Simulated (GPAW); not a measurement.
# A Ga chain with one S atom in line: converging a transmission, part 2 of 3

How do the numerical settings move the conductance of a Ga chain with one S atom in line?

GPAW 26.7.0; GPAW LCAO, PAW setups; Landauer transmission from Green's functions with principal layers (ASE), zero bias.

So far, transmission at the Fermi level (one spin): step 2 (the reference run) 1.84; step 3 (density threshold: conv = 0.1) 1.84; step 4 (varying the density threshold: conv = 0.01) 1.84; step 5 (density threshold: conv = 0.001) 1.83; step 8 (broadening 1.00e-6 eV) 1.84.

### 9. Varying the broadening: eta = 0.001

run.py reads:

```python
import json
import numpy as np
from ase import Atoms
from ase.transport.calculators import TransportCalculator
from gpaw import GPAW, FermiDirac
from gpaw.lcao.tools import get_lcao_hamiltonian
from scipy.linalg import eigh

# The junction with lead layers at both ends, along the third cell vector
device = Atoms(
    ['Ga', 'Ga', 'Ga', 'Ga', 'Ga', 'S', 'Ga', 'Ga', 'Ga', 'Ga', 'Ga'],
    positions=[
        [4.50000, 4.50000, 1.27500],
        [4.50000, 4.50000, 3.82500],
        [4.50000, 4.50000, 6.37500],
        [4.50000, 4.50000, 8.92500],
        [4.50000, 4.50000, 11.47500],
        [4.50000, 4.50000, 13.68070],
        [4.50000, 4.50000, 15.88640],
        [4.50000, 4.50000, 18.43640],
        [4.50000, 4.50000, 20.98640],
        [4.50000, 4.50000, 23.53640],
        [4.50000, 4.50000, 26.08640]],
    cell=[[9.0, 0.0, 0.0], [0.0, 9.0, 0.0], [0.0, 0.0, 27.3614]],
    pbc=True)

# One principal layer of the lead: the first 3 atoms of the device
lead = Atoms(
    ['Ga', 'Ga', 'Ga'],
    positions=[
        [4.50000, 4.50000, 1.27500],
        [4.50000, 4.50000, 3.82500],
        [4.50000, 4.50000, 6.37500]],
    cell=[[9.0, 0.0, 0.0], [0.0, 9.0, 0.0], [0.0, 0.0, 7.65]],
    pbc=True)

settings = dict(mode='lcao', basis='szp(dzp)', xc='PBE', h=0.2,
                occupations=FermiDirac(0.1), maxiter=250,
                mixer=dict(beta=0.1, nmaxold=8, weight=100.0),
                convergence=dict(density=0.0001))
energies = np.arange(-3, 3 + 1e-9, 0.075)
eta = 0.001
n1, n2 = 1, 1
# k and -k transmit alike, so half of the mesh across the current serves
mesh = [(i, j) for i in range(n1) for j in range(n2) if (i, j) <= (-i % n1, -j % n2)]
weights = np.array([1 if (i, j) == (-i % n1, -j % n2) else 2 for i, j in mesh]) / (n1 * n2)

# [... helper functions left out ...]
fermi_lead = ground_state(lead, (1, 1, 15), 'lead.txt')
fermi_device = ground_state(device, (1, 1, 3), 'device.txt')
# [... loop over the mesh left out, but for ...]
        # Shift the lead onto the potential of the device's first layer
        shift = ((H[:, 0, 0] - H0[:, 0, 0]) / S0[0, 0]).real.mean()
# [...]
kT = 8.617333e-5 * 77
bias = [0.1, 0.2, 0.5, 1.0, 1.5, 2.0]
# [... integrals and printing left out ...]
```

On the command line:

```bash
OMP_NUM_THREADS=1 OPENBLAS_NUM_THREADS=1 python run.py
```

The program printed:

```text
basis functions: device 99, principal layer 27
Fermi level: lead -3.1746 eV, device -3.1039 eV; lead shifted by -0.0181 eV
largest coupling past the next layer 5.81e-05 eV, largest misfit of the first layer 0.095 eV
  E-E_F (eV)   T (one spin)  [channel counts left out]
    -3.000    7.8821e-01
    -2.925    7.9169e-01
    -2.850    7.9553e-01
    -2.775    7.9980e-01
    -2.700    8.0457e-01
    -2.625    8.0997e-01
    -2.550    8.1612e-01
    -2.475    8.2322e-01
    -2.400    8.3150e-01
    -2.325    8.4128e-01
    -2.250    8.5300e-01
    -2.175    8.6728e-01
    -2.100    8.8497e-01
    -2.025    9.0725e-01
    -1.950    9.3551e-01
    -1.875    9.6964e-01
[...]
2.475    2.3134e+00
     2.550    2.3109e+00
     2.625    2.3062e+00
     2.700    2.2990e+00
     2.775    2.2894e+00
     2.850    2.2772e+00
     2.925    2.2622e+00
     3.000    2.2443e+00
conductance at 77 K: 1.8011 G0 a cell; thermopower -0.6224 uV/K
current from the zero-bias T(E) at 0.1 V: 13.853 uA
current from the zero-bias T(E) at 0.2 V: 27.295 uA
current from the zero-bias T(E) at 0.5 V: 60.809 uA
current from the zero-bias T(E) at 1.0 V: 106.65 uA
current from the zero-bias T(E) at 1.5 V: 152.57 uA
current from the zero-bias T(E) at 2.0 V: 199.57 uA
```

It took 31 s on 1 thread of Arm Neoverse V1, shared host; peak memory 0.92 GiB.

Numbers from this step:

| Property | Result |
| --- | --- |
| conductance | 1.801 G₀ |
| transmission at the Fermi level (one spin) | 1.808 |

One spin. The transmission, zone mean by energy, zero at the Fermi level:

energy (eV), transmission, zone mean and a bar:
```
  -3.0000       0.79 ##########
  -2.7750       0.80 ##########
  -2.4750       0.82 ###########
  -2.2500       0.85 ###########
  -2.0250       0.91 ############
  -1.8000       0.99 #############
  -1.7250       0.70 #########
  -1.5000       0.00 
  -1.2750       0.42 #####
  -0.9750       0.58 ########
  -0.7500       0.63 ########
  -0.5250       0.65 ########
  -0.2250       0.80 ##########
   0.0000       1.81 #######################
   0.2250       1.72 ######################
   0.5250       1.70 ######################
   0.7500       1.77 #######################
   0.9750       1.87 ########################
   1.2750       2.02 ##########################
   1.5000       2.12 ############################
   1.7250       2.21 #############################
   2.0250       2.28 ##############################
   2.2500       2.31 ##############################
   2.4000       2.31 ##############################
   2.4750       2.31 ##############################
   2.7750       2.29 ##############################
   3.0000       2.24 #############################
```

Not self-consistent under bias; the bias window is split evenly. Current through one cell, from the zero-bias transmission against bias:

```
bias (V)  current through one cell, from the zero-bias transmission (μA)
   0.100                                                            13.9
   0.200                                                            27.3
   0.500                                                            60.8
   1.000                                                             107
   1.500                                                             153
   2.000                                                             200
```

The conductance, 1.80 G₀, lies 1.8 % below that of the base run.

### 10. Varying the broadening: eta = 0.01

Changes to run.py since step 9:

```diff
@@ -41,3 +41,3 @@
 energies = np.arange(-3, 3 + 1e-9, 0.075)
-eta = 0.001
+eta = 0.01
 n1, n2 = 1, 1
```

The program printed:

```text
basis functions: device 99, principal layer 27
Fermi level: lead -3.1746 eV, device -3.1039 eV; lead shifted by -0.0181 eV
largest coupling past the next layer 5.81e-05 eV, largest misfit of the first layer 0.095 eV
  E-E_F (eV)   T (one spin)  [channel counts left out]
    -3.000    7.4620e-01
    -2.925    7.4978e-01
    -2.850    7.5370e-01
[...]
2.925    2.1145e+00
     3.000    2.0979e+00
conductance at 77 K: 1.5186 G0 a cell; thermopower -1.296 uV/K
current from the zero-bias T(E) at 0.1 V: 11.674 uA
current from the zero-bias T(E) at 0.2 V: 22.999 uA
current from the zero-bias T(E) at 0.5 V: 51.965 uA
current from the zero-bias T(E) at 1.0 V: 93.966 uA
current from the zero-bias T(E) at 1.5 V: 136.46 uA
current from the zero-bias T(E) at 2.0 V: 180.11 uA
```

Elapsed: 31 s, on 1 thread; peak memory 0.92 GiB.

The conductance, 1.52 G₀, lies 17 % below that of the base run.

### 11. Broadening: eta = 0.05

Changes to run.py since step 10:

```diff
@@ -41,3 +41,3 @@
 energies = np.arange(-3, 3 + 1e-9, 0.075)
-eta = 0.01
+eta = 0.05
 n1, n2 = 1, 1
```

The program printed:

```text
basis functions: device 99, principal layer 27
Fermi level: lead -3.1746 eV, device -3.1039 eV; lead shifted by -0.0181 eV
largest coupling past the next layer 5.81e-05 eV, largest misfit of the first layer 0.095 eV
  E-E_F (eV)   T (one spin)  [channel counts left out]
    -3.000    5.8481e-01
    -2.925    5.8862e-01
    -2.850    5.9266e-01
[...]
2.925    1.5727e+00
     3.000    1.5607e+00
conductance at 77 K: 0.81877 G0 a cell; thermopower -2.488 uV/K
current from the zero-bias T(E) at 0.1 V: 6.3118 uA
current from the zero-bias T(E) at 0.2 V: 12.525 uA
current from the zero-bias T(E) at 0.5 V: 30.241 uA
current from the zero-bias T(E) at 1.0 V: 59.686 uA
current from the zero-bias T(E) at 1.5 V: 90.317 uA
current from the zero-bias T(E) at 2.0 V: 122.14 uA
```

Run time: 31 s. Hardware: 1 thread; peak memory 0.92 GiB.

One spin. The transmission, zone mean by energy, zero at the Fermi level:

```csv
energy (eV),"transmission, zone mean"
-3.00,0.585
-2.85,0.593
-2.70,0.602
-2.55,0.612
-2.33,0.634
-2.17,0.655
-2.02,0.685
-1.88,0.721
-1.73,0.532
-1.57,0.403
-1.35,0.265
-1.20,0.382
-1.05,0.437
-0.90,0.468
-0.75,0.489
-0.60,0.504
-0.38,0.520
-0.23,0.537
-0.07,0.725
0.00,0.821
0.07,0.885
0.23,0.954
0.38,1.000
0.60,1.07
0.75,1.12
0.90,1.18
1.05,1.24
1.20,1.30
1.35,1.36
1.57,1.44
1.73,1.49
1.88,1.52
2.02,1.55
2.17,1.58
2.33,1.59
2.55,1.60
2.70,1.60
2.85,1.58
3.00,1.56
```

The conductance, 0.819 G₀, lies 55 % below that of the base run.

### 12. Convergence in the broadening

The runs and the base run on one axis.

This step: convergence of the conductance (GPAW 26.7.0).

Conductance against log10 of the broadening in eV:

```csv
log10 of the broadening in eV,conductance (G₀)
-6.00,1.84
-4.00,1.83
-3.00,1.80
-2.00,1.52
-1.30,0.819
```

### 13. Varying the smearing: width = 0.01

Smearing helps the SCF of a metal converge, but it blurs occupations at band edges near the Fermi level.

This step: GPAW LCAO, PAW setups; Landauer transmission from Green's functions with principal layers (ASE), zero bias (GPAW 26.7.0).

Changes to run.py since step 11:

```diff
@@ -37,3 +37,3 @@
 settings = dict(mode='lcao', basis='szp(dzp)', xc='PBE', h=0.2,
-                occupations=FermiDirac(0.1), maxiter=250,
+                occupations=FermiDirac(0.01), maxiter=250,
                 mixer=dict(beta=0.1, nmaxold=8, weight=100.0),
@@ -41,3 +41,3 @@
 energies = np.arange(-3, 3 + 1e-9, 0.075)
-eta = 0.05
+eta = 0.0001
 n1, n2 = 1, 1
```

The program printed:

```text
basis functions: device 99, principal layer 27
Fermi level: lead -3.1991 eV, device -3.1903 eV; lead shifted by -0.1137 eV
largest coupling past the next layer 5.85e-05 eV, largest misfit of the first layer 0.167 eV
  E-E_F (eV)   T (one spin)  [channel counts left out]
    -3.000    7.8619e-01
    -2.925    7.8976e-01
    -2.850    7.9376e-01
    -2.775    7.9826e-01
    -2.700    8.0333e-01
    -2.625    8.0907e-01
    -2.550    8.1562e-01
    -2.475    8.2317e-01
    -2.400    8.3199e-01
    -2.325    8.4243e-01
    -2.250    8.5502e-01
    -2.175    8.7046e-01
    -2.100    8.8982e-01
    -2.025    9.1453e-01
    -1.950    9.4623e-01
    -1.875    9.8367e-01
[...]
2.475    2.2945e+00
     2.550    2.2925e+00
     2.625    2.2911e+00
     2.700    2.2899e+00
     2.775    2.2878e+00
     2.850    2.2838e+00
     2.925    2.2764e+00
     3.000    2.2645e+00
conductance at 77 K: 2.2854 G0 a cell; thermopower -0.9801 uV/K
current from the zero-bias T(E) at 0.1 V: 17.169 uA
current from the zero-bias T(E) at 0.2 V: 32.486 uA
current from the zero-bias T(E) at 0.5 V: 64.221 uA
current from the zero-bias T(E) at 1.0 V: 109.48 uA
current from the zero-bias T(E) at 1.5 V: 156.44 uA
current from the zero-bias T(E) at 2.0 V: 204.14 uA
```

It took 34 s on 1 thread; peak memory 0.92 GiB.

Numbers from this step:

* conductance: 2.285 G₀
* largest coupling past the next principal layer: 5.85e-5 eV
* largest misfit of the first principal layer: 0.1674 eV
* shift that aligns the lead: -0.1137 eV
* transmission at the Fermi level (one spin): 2.323

One spin. The transmission, zone mean by energy, zero at the Fermi level:

```
energy (eV)  transmission, zone mean
      -3.00                    0.786
      -2.85                    0.794
      -2.70                    0.803
      -2.55                    0.816
      -2.33                    0.842
      -2.17                    0.870
      -2.02                    0.915
      -1.88                    0.984
      -1.80                    0.988
      -1.73                   1.1e-5
      -1.57                   3.1e-6
      -1.35                    0.357
      -1.20                    0.500
      -1.05                    0.565
      -0.90                    0.603
      -0.75                    0.628
      -0.60                    0.646
      -0.38                    0.665
      -0.23                    0.691
      -0.07                     1.95
       0.00                     2.32
       0.07                     2.11
       0.23                     1.70
       0.38                     1.65
       0.60                     1.77
       0.75                     1.83
       0.90                     1.86
       1.05                     1.90
       1.20                     1.95
       1.35                     2.04
       1.57                     2.18
       1.73                     2.25
       1.88                     2.29
       2.02                     2.31
       2.17                     2.31
       2.33                     2.30
       2.55                     2.29
       2.70                     2.29
       2.85                     2.28
       3.00                     2.26
```

Not self-consistent under bias; the bias window is split evenly. The current through one cell, from the zero-bias transmission by bias:

```csv
bias (V),"current through one cell, from the zero-bias transmission (μA)"
0.100,17.2
0.200,32.5
0.500,64.2
1.000,109
1.500,156
2.000,204
```

The conductance, 2.29 G₀, lies 25 % above that of the base run.

### 14. Varying the smearing: width = 0.03

Changes to run.py since step 13:

```diff
@@ -37,3 +37,3 @@
 settings = dict(mode='lcao', basis='szp(dzp)', xc='PBE', h=0.2,
-                occupations=FermiDirac(0.01), maxiter=250,
+                occupations=FermiDirac(0.03), maxiter=250,
                 mixer=dict(beta=0.1, nmaxold=8, weight=100.0),
```

The program printed:

```text
basis functions: device 99, principal layer 27
Fermi level: lead -3.1964 eV, device -3.1552 eV; lead shifted by -0.0760 eV
largest coupling past the next layer 5.83e-05 eV, largest misfit of the first layer 0.150 eV
  E-E_F (eV)   T (one spin)  [channel counts left out]
    -3.000    7.8901e-01
    -2.925    7.9248e-01
    -2.850    7.9637e-01
    -2.775    8.0071e-01
    -2.700    8.0559e-01
    -2.625    8.1111e-01
    -2.550    8.1739e-01
    -2.475    8.2464e-01
    -2.400    8.3308e-01
    -2.325    8.4308e-01
    -2.250    8.5510e-01
    -2.175    8.6982e-01
    -2.100    8.8821e-01
    -2.025    9.1162e-01
    -1.950    9.4164e-01
    -1.875    9.7803e-01
[...]
2.475    2.3209e+00
     2.550    2.3189e+00
     2.625    2.3157e+00
     2.700    2.3109e+00
     2.775    2.3040e+00
     2.850    2.2943e+00
     2.925    2.2810e+00
     3.000    2.2634e+00
conductance at 77 K: 2.1939 G0 a cell; thermopower -0.08615 uV/K
current from the zero-bias T(E) at 0.1 V: 16.648 uA
current from the zero-bias T(E) at 0.2 V: 31.945 uA
current from the zero-bias T(E) at 0.5 V: 64.509 uA
current from the zero-bias T(E) at 1.0 V: 109.64 uA
current from the zero-bias T(E) at 1.5 V: 155.93 uA
current from the zero-bias T(E) at 2.0 V: 203.41 uA
```

It took 32 s on 1 thread; peak memory 0.92 GiB.

This step gave:

| Item | Value |
| --- | --- |
| conductance | 2.194 G₀ |
| largest coupling past the next principal layer | 5.83e-5 eV |
| largest misfit of the first principal layer | 0.1496 eV |
| shift that aligns the lead | -0.07600 eV |
| transmission at the Fermi level (one spin) | 2.218 |

One spin. Table of transmission, zone mean by energy, zero at the Fermi level:

| energy (eV) | transmission, zone mean |
| --- | --- |
| -3.00 | 0.789 |
| -2.85 | 0.796 |
| -2.70 | 0.806 |
| -2.55 | 0.817 |
| -2.33 | 0.843 |
| -2.17 | 0.870 |
| -2.02 | 0.912 |
| -1.88 | 0.978 |
| -1.80 | 0.997 |
| -1.73 | 0.323 |
| -1.57 | 7.1e-6 |
| -1.35 | 0.335 |
| -1.20 | 0.491 |
| -1.05 | 0.561 |
| -0.90 | 0.601 |
| -0.75 | 0.627 |
| -0.60 | 0.645 |
| -0.38 | 0.665 |
| -0.23 | 0.703 |
| -0.07 | 2.02 |
| 0.00 | 2.22 |
| 0.07 | 2.03 |
| 0.23 | 1.71 |
| 0.38 | 1.65 |
| 0.60 | 1.74 |
| 0.75 | 1.80 |
| 0.90 | 1.86 |
| 1.05 | 1.91 |
| 1.20 | 1.98 |
| 1.35 | 2.05 |
| 1.57 | 2.17 |
| 1.73 | 2.23 |
| 1.88 | 2.28 |
| 2.02 | 2.30 |
| 2.17 | 2.32 |
| 2.33 | 2.32 |
| 2.55 | 2.32 |
| 2.70 | 2.31 |
| 2.85 | 2.29 |
| 3.00 | 2.26 |

Not self-consistent under bias; the bias window is split evenly. Current through one cell, from the zero-bias transmission against bias:

```
bias (V)  current through one cell, from the zero-bias transmission (μA)
   0.100                                                            16.6
   0.200                                                            31.9
   0.500                                                            64.5
   1.000                                                             110
   1.500                                                             156
   2.000                                                             203
```

The conductance, 2.19 G₀, lies 20 % above that of the base run.

### 15. Varying the smearing: width = 0.2

Changes to run.py since step 14:

```diff
@@ -37,3 +37,3 @@
 settings = dict(mode='lcao', basis='szp(dzp)', xc='PBE', h=0.2,
-                occupations=FermiDirac(0.03), maxiter=250,
+                occupations=FermiDirac(0.2), maxiter=250,
                 mixer=dict(beta=0.1, nmaxold=8, weight=100.0),
```

The program printed:

```text
basis functions: device 99, principal layer 27
Fermi level: lead -3.1549 eV, device -3.0968 eV; lead shifted by 0.0014 eV
largest coupling past the next layer 5.80e-05 eV, largest misfit of the first layer 0.052 eV
  E-E_F (eV)   T (one spin)  [channel counts left out]
    -3.000    7.9120e-01
    -2.925    7.9485e-01
    -2.850    7.9884e-01
[...]
2.925    2.2908e+00
     3.000    2.2794e+00
conductance at 77 K: 1.5299 G0 a cell; thermopower -1.725 uV/K
current from the zero-bias T(E) at 0.1 V: 11.81 uA
current from the zero-bias T(E) at 0.2 V: 23.464 uA
current from the zero-bias T(E) at 0.5 V: 55.536 uA
current from the zero-bias T(E) at 1.0 V: 101.97 uA
current from the zero-bias T(E) at 1.5 V: 148.6 uA
current from the zero-bias T(E) at 2.0 V: 196.14 uA
```

Elapsed: 32 s, on 1 thread; peak memory 0.91 GiB.

The conductance, 1.53 G₀, lies 17 % below that of the base run.

### 16. Varying the smearing: width = 0.4

Changes to run.py since step 15:

```diff
@@ -37,3 +37,3 @@
 settings = dict(mode='lcao', basis='szp(dzp)', xc='PBE', h=0.2,
-                occupations=FermiDirac(0.2), maxiter=250,
+                occupations=FermiDirac(0.4), maxiter=250,
                 mixer=dict(beta=0.1, nmaxold=8, weight=100.0),
```

The program printed:

```text
basis functions: device 99, principal layer 27
Fermi level: lead -3.1919 eV, device -3.1641 eV; lead shifted by -0.0070 eV
largest coupling past the next layer 5.83e-05 eV, largest misfit of the first layer 0.019 eV
  E-E_F (eV)   T (one spin)  [channel counts left out]
    -3.000    7.8361e-01
    -2.925    7.8720e-01
    -2.850    7.9111e-01
[...]
2.925    2.3246e+00
     3.000    2.3230e+00
conductance at 77 K: 1.1914 G0 a cell; thermopower -2.477 uV/K
current from the zero-bias T(E) at 0.1 V: 9.2046 uA
current from the zero-bias T(E) at 0.2 V: 18.324 uA
current from the zero-bias T(E) at 0.5 V: 44.184 uA
current from the zero-bias T(E) at 1.0 V: 87.363 uA
current from the zero-bias T(E) at 1.5 V: 132.85 uA
current from the zero-bias T(E) at 2.0 V: 179.84 uA
```

Wall time 29 s (1 thread); peak memory 0.92 GiB.

One spin. The transmission, zone mean by energy, zero at the Fermi level:

```csv
energy (eV),"transmission, zone mean"
-3.00,0.784
-2.85,0.791
-2.70,0.800
-2.55,0.811
-2.33,0.835
-2.17,0.859
-2.02,0.895
-1.88,0.952
-1.80,0.988
-1.73,0.973
-1.57,7.9e-6
-1.35,0.257
-1.20,0.476
-1.05,0.560
-0.90,0.604
-0.75,0.631
-0.60,0.650
-0.38,0.668
-0.23,0.676
-0.07,1.06
0.00,1.19
0.07,1.30
0.23,1.45
0.38,1.57
0.60,1.69
0.75,1.76
0.90,1.83
1.05,1.89
1.20,1.96
1.35,2.02
1.57,2.10
1.73,2.15
1.88,2.19
2.02,2.23
2.17,2.26
2.33,2.28
2.55,2.31
2.70,2.32
2.85,2.32
3.00,2.32
```

The conductance, 1.19 G₀, lies 35 % below that of the base run.

### 17. Convergence in the smearing

The runs and the base run on one axis.

This step: convergence of the conductance (GPAW 26.7.0).

Table of conductance by smearing:

```
smearing (eV)  conductance (G₀)
        0.010              2.29
        0.030              2.19
        0.100              1.83
        0.200              1.53
        0.400              1.19
```

(Part 2 of 3 ends here.)

[Logs are printed without paths, hosts, clocks, repeated set-up lines and the standing remarks that a program may print on its own settings, such as how far it seeks lower states.]

[Hosts, paths, dates, database ids (printed as entryN), source tags and the programs' standing remarks are cut or masked in the printed files.]
